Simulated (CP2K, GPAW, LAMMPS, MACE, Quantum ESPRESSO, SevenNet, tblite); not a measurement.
**Amorphous Ge (66 atoms): other programs against plane waves**

One geometry of amorphous Ge (66 atoms) is solved by several programs and methods. How far do their forces lie from a plane-wave PBE run?

Results are calculated, not measured.

## Step 1: The structure

The cell holds 66 atoms (66 Ge), with edges of 11.53, 11.53 and 11.53 Å. Recipe: 66 atoms (66 Ge) placed at random at 5.19 g/cm³, melted at 3500 K for 10 ps at fixed volume with the Tersoff potential (Tersoff, Phys. Rev. B 39, 5566 (1989)). Quenched from 3500 K to 300 K at 5 K/ps and fixed volume, held 5 ps, then minimised at fixed cell. The density is 5.19 g/cm³.

## Step 2: The reference input

Quantum ESPRESSO 7.5: Kohn-Sham DFT, PBE, SSSP efficiency 1.3.0 pseudopotentials, plane waves. Its input, pw.in:

```
&control
  calculation = 'scf'
  pseudo_dir = './pseudo'
  outdir = './tmp'
  disk_io = 'none'
  tprnfor = .true.
  tstress = .true.
/
&system
  ibrav = 0
  nat = 66
  ntyp = 1
  ecutwfc = 45
  ecutrho = 360
  nosym = .true.
  occupations = 'smearing'
  smearing = 'fd'
  degauss = 0.003675
/
&electrons
  conv_thr = 3.3e-07
  electron_maxstep = 100
  mixing_beta = 0.2
  mixing_mode = 'local-TF'
  diagonalization = 'david'
/
ATOMIC_SPECIES
Ge 72.630 Ge.upf
CELL_PARAMETERS angstrom
11.53150 0.00000 0.00000
0.00000 11.53150 0.00000
0.00000 0.00000 11.53150
ATOMIC_POSITIONS crystal
Ge 0.06032 0.43496 0.61395
Ge 0.96997 0.62348 0.64661
Ge 0.00339 0.04159 0.89803
Ge 0.22273 0.39204 0.37434
[... 60 atom lines left out ...]
Ge 0.09796 0.09685 0.71398
Ge 0.55863 0.56870 0.98967
K_POINTS gamma
```

```console
$ OMP_NUM_THREADS=1 pw.x -in pw.in > output.txt
```

Wall time 15 min (1 thread of Arm Neoverse V1, shared host); peak memory 4.3 GiB.

It converged with an r.m.s. force component of 0.22 eV/Å and a pressure of 2.9 GPa.

## Step 3: What was run beside it

- CP2K 2026.2: Gaussian basis with GTH pseudopotentials and a plane-wave density; labels give functional, basis (MOLOPT sets; SR short-range, UZH the newer set with its own potentials), grid cutoff/relative cutoff and solver (OT: orbital transformation; TRS4, TC2, SIGN: linear-scaling purification with its sparsity filter), or its built-in tight binding.
- GPAW 26.7.0: PAW with atomic orbitals (LCAO), plane waves or a real-space grid of spacing h.
- MACE: machine-learned potential, published weights.
- Quantum ESPRESSO 7.5: plane waves; labels (QE) give functional, pseudopotential set and cutoffs of waves/density.
- SevenNet: machine-learned potential, published weights.
- tblite 0.8.0: extended tight binding, driven from Python.

All use the same cell and atoms, and the electronic-structure runs the same k-mesh.

## Step 4: All runs compared

Differences are against the reference: forces as r.m.s. over components, share as that over the reference's r.m.s. force, slope as the fitted ratio of a run's forces to the reference's.

| run | Δ force, r.m.s. (meV/Å) | share (%) | slope | Δ pressure (GPa) | cores | CPU time | memory (GiB) |
| --- | --- | --- | --- | --- | --- | --- | --- |
| reference | - | - | - | - | 1 | 15 min | 4.3 |
| CP2K PBE, DZVP-MOLOPT (SR for Ge), 350/50 Ry, diagonalisation | 25.1 | 11.2 | 1.019 | 1.08 | 2 | 1.8 min | 2.2 |
| CP2K PBE, DZVP-UZH, 122/50 Ry, diagonalisation (coarse) | 29.5 | 13.2 | 1.019 | 0.826 | 2 | 99 s | 0.78 |
| CP2K PBE, DZVP-UZH, 350/20 Ry, diagonalisation (coarse) | 31.6 | 14.1 | 1.017 | 0.906 | 2 | 1.7 min | 2.2 |
| CP2K PBE, DZVP-UZH, 350/50 Ry, diagonalisation | 29.6 | 13.2 | 1.019 | 0.826 | 2 | 2.5 min | 2.2 |
| CP2K PBE, DZVP-UZH, 489/50 Ry, diagonalisation | 29.6 | 13.2 | 1.019 | 0.826 | 4 | 3.6 min | 4.9 |
| CP2K PBE, TZV2P-UZH, 350/50 Ry, diagonalisation | 14.5 | 6.46 | 1.022 | 0.672 | 4 | 7.8 min | 5.0 |
| CP2K TPSS, PBE potentials, DZVP-UZH, 350/50 Ry, diagonalisation | 39.6 | 17.7 | 1.052 | 1.02 | 4 | 7.2 min | 3.6 |
| GPAW PBE, LCAO dzp, h 0.2 Å | 42.8 | 19.1 | 1.089 | - | 1 | 3.5 min | 1.3 |
| GPAW PBE, LCAO dzp, h 0.2 Å, other mixer settings | 42.9 | 19.1 | 1.088 | - | 1 | 4.3 min | 1.3 |
| GPAW PBE, LCAO sz(dzp), h 0.2 Å (coarse) | 133 | 59.2 | 1.288 | - | 1 | 61 s | 1.0 |
| GPAW PBE, LCAO szp(dzp), h 0.2 Å (coarse) | 114 | 50.9 | 1.244 | - | 1 | 2.7 min | 1.3 |
| MACE MP-0b3 medium potential | 182 | 81.2 | 0.408 | -1.52 | 1 | 9.1 s | 0.78 |
| MACE MPA-0 medium potential | 158 | 70.4 | 0.584 | -0.409 | 1 | 8.4 s | 0.79 |
| QE PBE+D3(BJ), sssp-1.3.0-efficiency, 45/360 Ry | 9.29 | 4.14 | 0.996 | -1.96 | 1 | 15 min | 4.3 |
| SevenNet 0 potential | 192 | 85.6 | 0.374 | -0.634 | 1 | 8.6 s | 0.7 |
| tblite GFN1-xTB | 106 | 47.3 | 0.755 | 1.33 | 1 | 7.1 s | 0.14 |

Rows marked coarse use a setting chosen to be so.

Times of the machine-learned potentials are mostly Python's start and the loading of weights.

CPU time is summed over cores on shared hosts, so it is rough.

## Step 5: What came out

Forces lie from 4.1 % (QE PBE+D3(BJ), sssp-1.3.0-efficiency, 45/360 Ry) to 86 % (SevenNet 0 potential) of the reference's r.m.s. force of 0.22 eV/Å away from it. The PBE runs in local orbitals, coarse settings apart, differ by 6.5 % (CP2K PBE, TZV2P-UZH, 350/50 Ry, diagonalisation) to 19 % (GPAW PBE, LCAO dzp, h 0.2 Å, other mixer settings); basis, grid and potentials can all enter. Tight binding differs by 47 % (tblite GFN1-xTB); it is another model, with fitted parameters of its own, and the xTB methods hold dispersion. Machine-learned potentials differ by 70 % (MACE MPA-0 medium potential) to 86 % (SevenNet 0 potential); they were trained on other programs' data. Among those trained on PBE data the slope goes as low as 0.37, with a correlation of 0.54, so directions differ as well as sizes.

In the reference's own program, potentials and cutoffs, a change of model alone moves forces by 4.1 % (QE PBE+D3(BJ), sssp-1.3.0-efficiency, 45/360 Ry). Other rows with another functional or a dispersion term differ by 18 % (CP2K TPSS, PBE potentials, DZVP-UZH, 350/50 Ry, diagonalisation), which mixes the change of model with differences of basis and potentials, some of them made for another functional. Runs with settings chosen to be coarse differ by 13 % (CP2K PBE, DZVP-UZH, 122/50 Ry, diagonalisation) to 59 % (GPAW PBE, LCAO sz(dzp), h 0.2 Å), their programs' other errors included. From CP2K PBE, DZVP-UZH, 122/50 Ry, diagonalisation to the finer CP2K PBE, DZVP-UZH, 489/50 Ry, diagonalisation the share goes from 13.2 to 13.2 %, so the grid isn't what parts these runs from the reference. Pressures at PBE, coarse settings apart, lie +0.67 to +1.08 GPa from the reference's.

**Limits.** Periodic xTB results under one method name differ between programs and library versions. The potentials hold different valence shells: 924 electrons in the reference, 264 in CP2K with TZV2P-UZH and 264 in GPAW; this bears on time and differences. GPAW's setups keep the filled d shell of Ge in the core. The reference's pressure holds the uncorrected Pulay stress of its 45 Ry basis, so small pressure differences, may be the reference's own error. Machine-learned potentials mimic data converged in k, so the reference's own k-point error enters their differences. The quench rate of 5 K/ps is many orders above laboratory rates, so the cell is likely richer in defects and strain than a real sample. The network of bonds at the start is that of the classical potential that made the cell, and needn't be the one that DFT or experiment would give. The electronic-structure runs sample only Γ, in a cell whose shortest periodic width is 12 Å, which is coarse for a cell with partly filled levels. The reference's pressure of 2.9 GPa reflects the volume that the recipe set, positions that aren't this level's minimum and the basis. Spin–orbit coupling is left out. Where levels are smeared, the DFT runs use Fermi–Dirac occupations at 580 K (0.05 eV), and energies are free energies. The reference's cutoffs and mesh weren't converged further here.

[Long decimals in the printed logs are rounded to 6 places.]

[Logs are printed without paths, hosts, clocks, repeated set-up lines and the standing remarks that a program may print on its own settings, such as how far it seeks lower states.]

[Hosts, paths, dates, database ids (printed as entryN), source tags and the programs' standing remarks are cut or masked in the printed files.]

[Only finished runs are shown, without SIESTA runs on faulty potentials for Cu, Fe, Ni or Zn; cells were taken only where this reference lay near another plane-wave run.]
